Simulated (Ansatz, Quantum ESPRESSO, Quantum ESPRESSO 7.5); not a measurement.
**2H-CrSSe, 1 layer: response to a perpendicular field**

Aim: how 2H-CrSSe, 1 layer screens a field along its normal, and what the field does to its bands.

Main program and level: Quantum ESPRESSO 7.5; plane-wave DFT, PBE, GBRV ultrasoft pseudopotentials (geometry and cross-check by Ansatz 0.2.0 with PAW datasets; geometry under PBE).

**1. Starting point**

The cell holds 3 atoms: 1 Se, 1 Cr and 1 S. Cell: a = 3.125 Å, b = 3.125 Å, c = 20.148 Å, α = 90.0°, β = 90.0°, γ = 120.0°. It derives from CrSSe. Vacuum lies along c.

This sheet is a model structure: its symmetry is held, and its stability is not tested here.

This run has no spin polarisation, although Cr can carry a moment. A spin-polarised state was not tried and may lie lower.

**2. Geometry from Ansatz**

A relaxation in Ansatz fixes the structure of this slab for the runs on it.

Input file input.yaml:

```yaml
crystal:
  lattice:
    - [3.125, 0.0, 0.0]
    - [-1.5625, 2.7063293868, 0.0]
    - [0.0, 0.0, 20.1484613491]
  atoms:
    - { symbol: Se, position: [0.3333333333, 0.6666666667, 0.4218684421] }
    - { symbol: Cr, position: [0.0, 0.0, 0.5056654945] }
    - { symbol: S, position: [0.3333333333, 0.6666666667, 0.5781315579] }
kpoints:
  mp_grid: { grid: [12, 12, 1] }
hamiltonian:
  xc: pbe
scf:
  occupations: { method: fermi_dirac, width: 0.05 }
  convergence: { dr2_threshold: 1.0e-08 }
efield:
  axis: 3
  dipole_correction: true
  ramp_position: 0.97
  ramp_width: 0.04
relax:
  f_tol: 0.01
  cell: { fix: [c, alpha, beta] }
output:
  write_potential: true
  write_density: true
  volumetric_format: npy
```

Started as:

```sh
ansatz run input.yaml --threads 4 --pin off --max-ram 8192MiB --backend cpu --events-out ev --progress --plain --runs-dir out
```

Numbers of over 12 decimals in the logs are rounded to 6 here.

Log:

```text
Warning: relax.cell: scf.convergence.dr2_threshold = 1e-8 eV is looser than the 3e-10 eV advised for a relaxation that steers and ends on the stress (1e-10 eV for each atom of the cell: 3). What an SCF threshold leaves in a stress goes as its square root, and in the free energy as the threshold itself, and one threshold admits the most on a small cell: [figures from the program's tests cut] Set scf.convergence.dr2_threshold to 3e-10 eV or tighter. The threshold is an SCF's pass mark: one that does not reach it within its budget of iterations ends unconverged, or closes short of it on a stop that the run arms, and scf.convergence.dr2_threshold's page says what that costs each kind of run
Engine: ansatz 0.2.0, aarch64-unknown-linux-gnu
Pseudopotentials: kind: paw
Pseudopotential: Se, paw, valence charge 16, recommended cutoff 420 eV (normal), Se.paw.azcp
Pseudopotential: Cr, paw, valence charge 14, recommended cutoff 420 eV (normal), Cr.paw.azcp
Pseudopotential: S, paw, valence charge 6, recommended cutoff 420 eV (normal), S.paw.azcp
Functional definition: PBE
  parameter kappa = 0.804
  parameter beta = 0.066725
  exchange = pbe_x(kappa = kappa, mu = beta*pi^2/3)
  correlation = pbe_c(beta = beta)
Crystal: 3 atoms, lattice volume = 170.401 Å³
Basis set: ecut = 420 eV, 3307 PW (Γ), exchange–correlation on 48×48×270 points (8 copies of the dense FFT grid, shifted against one another)
Bands: 22, of which v1, the nominal top of the filled ones, is band 18 counted from 1 (17 counted from 0)
Symmetry: 6 space group operations
Space group: P3m1 (ITA 156), of the structure as read, at distance tolerance 5.5e-5 Å
k-points: 19 of 144 (time reversal used)
Non-local potential: Se, projectors of the file, l = 0: 2, l = 1: 2, l = 2: 3, l = 3: 1
Non-local potential: Cr, projectors of the file, l = 0: 3, l = 1: 2, l = 2: 3, l = 3: 1
Non-local potential: S, projectors of the file, l = 0: 2, l = 1: 2, l = 2: 2
PAW form: soft (Blöchl's): semilocal exchange-correlation on the pseudo side does not see the compensation charge
PAW one-centre angular grid: Se, 590 points (default); XC on 64 Gauss nodes
PAW one-centre angular grid: Cr, 590 points (default); XC on 64 Gauss nodes
PAW one-centre angular grid: S, 110 points (default); XC on 64 Gauss nodes
Initial density: superposition of atomic densities (neutral atoms: chi_scale 0, normalization atom), corrected by the library's trained network
Initial wavefunctions: pseudopotential atomic-orbital guess
Functional: x = pbe(κ = 0.804, μ = 0.219515), c = pbe(β = 0.066725)
SCF iter   1: F=—  HF=-9750.557101 eV  |F-HF|=—  |Δ(HF+E_count)|=         —  Δρ=4.43e-3  dr2=1.59e-1  ethr=1.77e-3  p=-0.063 e·Å  D=-6.66e-2 V/Å  ΔV_dip=1.34 eV  dr2_dipole=3.69e-2  V_vac-E_F(+/−)=5.54/4.20 eV  ⟨swp⟩=8.8  Hψ=2268  notcnv=0
efield: sawtooth ramp at fractional position 0.9700 (set: `efield.ramp_position`, or a place that a band, a saddle search or an elastic batch's reference lends), width 0.0400; the density the first Hamiltonian is built on has a dipole p = -0.063 e·Å; the dipole correction subtracts the counter field D = -6.66e-2 V/Å, which shifts the + side's vacuum level by +1.34 eV against the − side's; the planar-averaged density in the ramp window peaks in size at 2.9e-5 e/Å³
preconditioner: auto → none  [insulator: Δε(μ)=0.917 eV  Ē_g=6.882 eV  σ=0.050 eV  W_gap=1.00  n_scr=12 (ndim 8)  ℏωp=12.1 eV  f_vac=0.666  D(μ)=0.00/eV (n_scr^D=0)  ε∞_Penn≈4.1]
SCF iter   2: F=—  HF=-9751.036778 eV  |F-HF|=—  |Δ(HF+E_count)|=   4.80e-1  Δρ=2.56e-2  dr2=6.04e0  ethr=4.42e-4  p=0.069 e·Å  D=7.34e-2 V/Å  ΔV_dip=-1.48 eV  dr2_dipole=1.31e0  V_vac-E_F(+/−)=4.69/6.17 eV  ⟨swp⟩=4.5  Hψ=1073  notcnv=0  recentre
SCF iter   3: F=—  HF=-9750.546780 eV  |F-HF|=—  |Δ(HF+E_count)|=   4.90e-1  Δρ=3.11e-3  dr2=2.28e-2  ethr=4.42e-4  p=-0.047 e·Å  D=-4.98e-2 V/Å  ΔV_dip=1.00 eV  dr2_dipole=1.43e-3  V_vac-E_F(+/−)=5.42/4.42 eV  ⟨swp⟩=3.8  Hψ=818  notcnv=0
SCF iter   4: F=—  HF=-9750.546718 eV  |F-HF|=—  |Δ(HF+E_count)|=   6.14e-5  Δρ=1.82e-3  dr2=6.63e-3  ethr=6.33e-5  p=-0.046 e·Å  D=-4.84e-2 V/Å  ΔV_dip=0.98 eV  dr2_dipole=4.38e-4  V_vac-E_F(+/−)=5.51/4.53 eV  ⟨swp⟩=2.0  Hψ=657  notcnv=0
SCF iter   5: F=—  HF=-9750.547610 eV  |F-HF|=—  |Δ(HF+E_count)|=   8.92e-4  Δρ=7.95e-4  dr2=8.03e-4  ethr=1.84e-5  p=-0.043 e·Å  D=-4.53e-2 V/Å  ΔV_dip=0.91 eV  dr2_dipole=1.14e-6  V_vac-E_F(+/−)=5.48/4.57 eV  ⟨swp⟩=1.4  Hψ=439  notcnv=0
SCF iter   6: F=—  HF=-9750.548062 eV  |F-HF|=—  |Δ(HF+E_count)|=   4.52e-4  Δρ=2.82e-4  dr2=7.63e-5  ethr=2.23e-6  p=-0.042 e·Å  D=-4.42e-2 V/Å  ΔV_dip=0.89 eV  dr2_dipole=3.59e-8  V_vac-E_F(+/−)=5.48/4.58 eV  ⟨swp⟩=2.0  Hψ=542  notcnv=0
SCF iter   7: F=—  HF=-9750.548178 eV  |F-HF|=—  |Δ(HF+E_count)|=   1.16e-4  Δρ=7.20e-5  dr2=4.77e-5  ethr=2.12e-7  p=-0.041 e·Å  D=-4.36e-2 V/Å  ΔV_dip=0.88 eV  dr2_dipole=3.51e-6  V_vac-E_F(+/−)=5.49/4.61 eV  ⟨swp⟩=3.0  Hψ=854  notcnv=0
SCF iter   8: F=—  HF=-9750.548173 eV  |F-HF|=—  |Δ(HF+E_count)|=   4.92e-6  Δρ=3.77e-5  dr2=3.44e-6  ethr=1.32e-7  p=-0.041 e·Å  D=-4.36e-2 V/Å  ΔV_dip=0.88 eV  dr2_dipole=2.90e-7  V_vac-E_F(+/−)=5.48/4.60 eV  ⟨swp⟩=2.0  Hψ=540  notcnv=0
SCF iter   9: F=—  HF=-9750.548125 eV  |F-HF|=—  |Δ(HF+E_count)|=   4.81e-5  Δρ=2.43e-5  dr2=1.19e-6  ethr=9.56e-9  p=-0.041 e·Å  D=-4.36e-2 V/Å  ΔV_dip=0.88 eV  dr2_dipole=2.42e-9  V_vac-E_F(+/−)=5.48/4.61 eV  ⟨swp⟩=1.9  Hψ=510  notcnv=0
SCF iter  10: F=—  HF=-9750.548125 eV  |F-HF|=—  |Δ(HF+E_count)|=   8.24e-8  Δρ=3.80e-6  dr2=3.36e-8  ethr=3.29e-9  p=-0.041 e·Å  D=-4.36e-2 V/Å  ΔV_dip=0.88 eV  dr2_dipole=2.59e-9  V_vac-E_F(+/−)=5.48/4.61 eV  ⟨swp⟩=2.0  Hψ=508  notcnv=0
SCF iter  11: F=-9750.548125 eV  HF=-9750.548125 eV  |F-HF|=3.57e-9  |Δ(HF+E_count)|=   3.78e-9  Δρ=9.01e-7  dr2=3.28e-9  ethr=2.78e-11  p=-0.041 e·Å  D=-4.36e-2 V/Å  ΔV_dip=0.88 eV  dr2_dipole=5.34e-10  V_vac-E_F(+/−)=5.48/4.61 eV  ⟨swp⟩=9.6  Hψ=2683  notcnv=0
SCF 1 converged in 11 iterations: F = -9750.548125 eV  dr2 = 3.28e-9
  greatest PAW one-centre occupation: 1.000 electrons in one spin orbital (limit 2), on the Cr atom at site 1 (counted from 0), in its partial waves of l = 0
relax step   1: F+E_penalty+E_count = -9750.54812529 eV  Δ(F+E_penalty+E_count) = +0.000e0 eV  max|allowed force component| = 9.459e-1 eV/Å  Δτ_max = 0.0000 Å  P = -1.202 GPa  Ω = 170.401 Å³  fix = [c, alpha, beta]  reactions: c -2.360 GPa  (11 SCF iters, accepted)
Crystal: 3 atoms, lattice volume = 173.932 Å³
[...]
relax step   3: F+E_penalty+E_count = -9750.59489154 eV  Δ(F+E_penalty+E_count) = -1.127e-2 eV  max|allowed force component| = 4.616e-2 eV/Å  Δτ_max = 0.0275 Å  P = -0.132 GPa  Ω = 171.061 Å³  energy of the carried Pulay correction = -2.987e-5 eV  fix = [c, alpha, beta]  reactions: c -0.127 GPa  (9 SCF iters, accepted)
[...]
relax step   4: F+E_penalty+E_count = -9750.59516449 eV  Δ(F+E_penalty+E_count) = -2.730e-4 eV  max|allowed force component| = 1.872e-2 eV/Å  Δτ_max = 0.0012 Å  P = -0.027 GPa  Ω = 170.656 Å³  energy of the carried Pulay correction = -1.153e-5 eV  fix = [c, alpha, beta]  reactions: c -0.031 GPa  (8 SCF iters, accepted)
[...]
relax step   5: F+E_penalty+E_count = -9750.59517809 eV  Δ(F+E_penalty+E_count) = -1.360e-5 eV  max|allowed force component| = 1.666e-2 eV/Å  Δτ_max = 0.0010 Å  P = +0.002 GPa  Ω = 170.575 Å³  energy of the carried Pulay correction = -7.859e-6 eV  fix = [c, alpha, beta]  reactions: c +0.004 GPa  (7 SCF iters, accepted)
[...]
relax step   6: F+E_penalty+E_count = -9750.59518415 eV  Δ(F+E_penalty+E_count) = -6.060e-6 eV  max|allowed force component| = 1.613e-4 eV/Å  Δτ_max = 0.0005 Å  P = -0.001 GPa  Ω = 170.573 Å³  energy of the carried Pulay correction = -7.788e-6 eV  fix = [c, alpha, beta]  reactions: c -0.001 GPa  (6 SCF iters, accepted)
Initial wavefunctions: pseudopotential atomic-orbital guess (no wavefunctions were taken with the density)
iter 1 solved again at ethr=8.99e-7 eV; its pass at ethr=3.10e-3 eV (dr2=3.24e-4 eV) is discarded
SCF iter   1: F=—  HF=-9750.594076 eV  |F-HF|=—  |Δ(HF+E_count)|=         —  Δρ=8.06e-5  dr2=2.39e-7  ethr=8.99e-7  p=-0.039 e·Å  D=-4.16e-2 V/Å  ΔV_dip=0.84 eV  dr2_dipole=1.90e-11  V_vac-E_F(+/−)=5.54/4.70 eV  ⟨swp⟩=3.9  Hψ=3486  notcnv=0
efield: sawtooth ramp at fractional position 0.9700 (set: `efield.ramp_position`, or a place that a band, a saddle search or an elastic batch's reference lends), width 0.0400; the density the first Hamiltonian is built on has a dipole p = -0.039 e·Å; the dipole correction subtracts the counter field D = -4.16e-2 V/Å, which shifts the + side's vacuum level by +0.84 eV against the − side's; the planar-averaged density in the ramp window peaks in size at 6.8e-6 e/Å³
eigensolver tolerance schedule: the retry pair's looser diagonalisation over-reported the residual by 1349.75 of it (diagonalisation noise at 0.64 of the residual, at the tolerance the schedule requests for it); recorded, not acted on — ethr = c·dr2/N_el stays at c = 1.0e-1
SCF iter   2: F=—  HF=-9750.594765 eV  |F-HF|=—  |Δ(HF+E_count)|=   6.89e-4  Δρ=4.12e-5  dr2=2.80e-7  ethr=6.65e-10  p=-0.039 e·Å  D=-4.16e-2 V/Å  ΔV_dip=0.84 eV  dr2_dipole=5.13e-10  V_vac-E_F(+/−)=5.54/4.70 eV  ⟨swp⟩=3.5  Hψ=945  notcnv=0
SCF iter   3: F=—  HF=-9750.595015 eV  |F-HF|=—  |Δ(HF+E_count)|=   2.51e-4  Δρ=4.58e-5  dr2=4.73e-6  ethr=6.65e-10  p=-0.039 e·Å  D=-4.16e-2 V/Å  ΔV_dip=0.84 eV  dr2_dipole=3.40e-8  V_vac-E_F(+/−)=5.54/4.70 eV  ⟨swp⟩=2.8  Hψ=722  notcnv=0  recentre
SCF iter   4: F=—  HF=-9750.595182 eV  |F-HF|=—  |Δ(HF+E_count)|=   1.67e-4  Δρ=2.99e-6  dr2=3.28e-8  ethr=6.65e-10  p=-0.039 e·Å  D=-4.16e-2 V/Å  ΔV_dip=0.84 eV  dr2_dipole=7.80e-9  V_vac-E_F(+/−)=5.54/4.70 eV  ⟨swp⟩=3.3  Hψ=753  notcnv=0
SCF iter   5: F=—  HF=-9750.595187 eV  |F-HF|=—  |Δ(HF+E_count)|=   5.11e-6  Δρ=1.74e-6  dr2=1.33e-8  ethr=9.11e-11  p=-0.039 e·Å  D=-4.16e-2 V/Å  ΔV_dip=0.84 eV  dr2_dipole=3.09e-9  V_vac-E_F(+/−)=5.54/4.70 eV  ⟨swp⟩=2.1  Hψ=533  notcnv=0
SCF iter   6: F=-9750.595190 eV  HF=-9750.595190 eV  |F-HF|=8.69e-7  |Δ(HF+E_count)|=   2.30e-6  Δρ=7.84e-7  dr2=1.34e-9  ethr=2.78e-11  p=-0.039 e·Å  D=-4.16e-2 V/Å  ΔV_dip=0.84 eV  dr2_dipole=2.44e-10  V_vac-E_F(+/−)=5.54/4.70 eV  ⟨swp⟩=9.9  Hψ=2524  notcnv=0
SCF 7 converged in 6 iterations: F = -9750.595190 eV  dr2 = 1.34e-9
relax step   7: F+E_penalty+E_count = -9750.59519046 eV  Δ(F+E_penalty+E_count) = -6.315e-6 eV  max|allowed force component| = 1.855e-4 eV/Å  Δτ_max = 0.0000 Å  P = +0.000 GPa  Ω = 170.573 Å³  fix = [c, alpha, beta]  reactions: c -0.000 GPa  stress off target by 1.54e-4 GPa on what of the cell is left free  SCF on the basis re-selected at this cell (its energy is not comparable with the rows above)  (6 SCF iters)
basis re-selected at this cell: Δ(F+E_penalty+E_count) = -6.315e-6 eV, ΔP = +0.001 GPa vs the last step (what re-selecting the basis moved, of the pressure what is left beyond the Pulay correction that the steps carried, after the strain that the cell walked since its last selection, with what the two solves' SCF thresholds leave and, on support functions, any second-order correction that the steps lacked; it is no m [...]
WARN: The input density's exchange-correlation potential varies sharply where the density is thin. Do not read a vacuum level from v_tot or v_xc, or from such a field of the output density. On a cell that repeats whose density bears no net charge and no dipole along the vacuum's axis use v_es (v_loc + v_h of the components); under efield.dipole_correction with no amplitude use v_es + v_field, which holds any external [...]
SCF converged after 6 iterations
Free energy (F): -9750.595190 eV
Harris-Foulkes:  -9750.595190 eV  (|F-HF|=8.69e-7)
Internal energy: -9750.595172 eV  (E = F + TS)
E sigma→0 (E₀):  -9750.595181 eV
Entropy (-TS):   -0.000019 eV (-0.006 meV/atom)
Fermi energy:    -0.195473 eV
Dipole field:    D = -0.041600 V/Å  (p = -0.039214 e·Å, saw-weighted, corrected)
Work function:   Φ+ = 5.5379 eV   Φ− = 4.6997 eV
Levels:          The Fermi level and band energies are counted from a zero that moves with the ramp; work functions are not
--- Per-component energies (eV) ---
  E_band       = -988.171831
  E_kinetic    = 569.744072
  E_local      = -32935.302019  (includes V_loc(G=0)·N_el)
  E_nonlocal   = -488.342111
  E_hartree    = 16128.078372
  E_xc         = -341.680850
  E_vxc        = -364.739586  (∫ρ·V_xc dr)
  E_paw        = -3706.542142  (= ΣΔE_a)
  E_vpaw       = -25.423879  (= ΣTr[D̂ρ^β])
  E_aug_tail   = -0.000213  (compensation charges beyond the density's cutoff)
  E_efield     = 0.000816  (sawtooth field / dipole correction)
  E_vefield    = -0.264321  (∫n·V_field dr)
  E_ewald      = 11023.448903
  E_smearing   = -0.000019  (= −TS)
  E_closure    = -0.000000  (closes the sum)
  Σ components = -9750.595190   (vs F -9750.595190, Δ=0.00e0)
--- Forces (eV/Å), atoms counted from 1 ---
  atom   1  Se     0.00000000    -0.00000000     0.00018212
  atom   2  Cr     0.00000000     0.00000000    -0.00014245
  atom   3  S      0.00000000     0.00000000    -0.00004985
  max |Σ_I F_I| component: 1.02e-5 eV/Å
--- Stress (GPa, compression-positive) ---
        0.000154       0.000000       0.000000
        0.000000       0.000154       0.000000
        0.000000       0.000000      -0.000133
  P = ⅓ Tr σ = 0.0001 GPa (0.001 kbar)
--- Band table (eV; the first three rows and the last of 19) ---
  k-point 0: bands = [... 14 lower, -2.5801, -1.5471, -1.5471, -0.6356, 2.0744, 2.0744, 2.4676, 2.4676]
  k-point 1: bands = [... 14 lower, -2.5386, -1.6517, -1.5991, -0.6548, 1.7961, 1.9536, 2.0596, 2.3618]
  k-point 2: bands = [... 14 lower, -2.4724, -1.8539, -1.7924, -0.7877, 1.1212, 1.4363, 1.7355, 2.3834]
  k-point 18: bands = [... 14 lower, -4.0449, -4.0425, -2.2943, -0.6580, 0.1951, 1.2515, 1.3748, 2.7548]
--- Relaxed structure (6 steps of the walk, 6 accepted, 1 SCFs on fresh bases) ---
  F+E_penalty+E_count = -9750.59519046 eV   max|allowed force component| = 1.855e-4 eV/Å   (the final SCF, on the basis selected at the relaxed cell)
  cell:  # Å, volume = 170.5729 Å³
    - [3.126575, 0, 0]
    - [-1.563287, 2.707693, 0]
    - [0, 0, 20.1484613491]
  atoms:
    - { symbol: Se, position: [0.333333, 0.666667, 0.424897] }
    - { symbol: Cr, position: [-4.995253484114887e-19, -3.700743415524894e-17, 0.504968] }
    - { symbol: S, position: [0.333333, 0.666667, 0.575801] }
```

Wall time 14 s (4 threads of Arm Neoverse V1, shared host); peak memory 0.49 GiB; 53 s of CPU time.

Relaxation path:

```csv
step,energy less that of the first step (eV),largest force component (eV/Å),pressure (GPa),volume (Å³)
1,0.0000,0.9459,-1.20,170.40
2,-0.0355,0.2957,-0.04,173.93
3,-0.0468,0.0462,-0.13,171.06
4,-0.0470,0.0187,-0.03,170.66
5,-0.0471,0.0167,0.00,170.57
6,-0.0471,0.0002,0.00,170.57
7*,-0.0471,0.0002,0.00,170.57
```

Relaxation steps marked * repeat the geometry before them on a plane-wave basis chosen anew for their cell, so energy and pressure can jump there.

Forces are held to the 6 operations that the run works with; a distortion that breaks them can't arise in this run.

```csv
cell as run,before,after,change
a (Å),3.125,3.127,+0.1 %
b (Å),3.125,3.127,+0.1 %
```

The atoms that moved most (Å, along periodic axes as changes of fractional coordinates times the final cell, across vacuum about the mean position):

```csv
atom,dx,dy,dz,length
Se1,0.000,0.000,0.061,0.061
S3,0.000,0.000,-0.047,0.047
Cr2,0.000,0.000,-0.014,0.014
```

The relaxed structure:

```xyz
3
Lattice="3.1266 0.0000 0.0000 -1.5633 2.7077 0.0000 0.0000 0.0000 20.1485" Properties=species:S:1:pos:R:3
Se    0.0000    1.8051    8.5610
Cr    0.0000    0.0000   10.1743
S     0.0000    1.8051   11.6015
```

Read from the output:

```
free energy                                                      : -9750.5952 eV
Fermi energy                                                     : -0.1955 eV
gap by band count                                                : 0.8308 eV
symmetry operations                                              : 6
dipole along the normal                                          : -0.03921 e·Å
vacuum level at the upper face over a Fermi level inside the gap : 5.538 eV
vacuum level at the lower face over a Fermi level inside the gap : 4.700 eV
```

(Continued in part 2 of 6.)

[Logs are printed without paths, hosts, clocks, repeated set-up lines and the standing remarks that a program may print on its own settings, such as how far it seeks lower states.]

[Hosts, paths, dates, database ids (printed as entryN), source tags and the programs' standing remarks are cut or masked in the printed files.]

[Maps of the electrostatic potential energy from Ansatz leave out the sawtooth potential of an applied field or a dipole correction, so their vacuum need not be flat; planar profiles and work functions include it.]
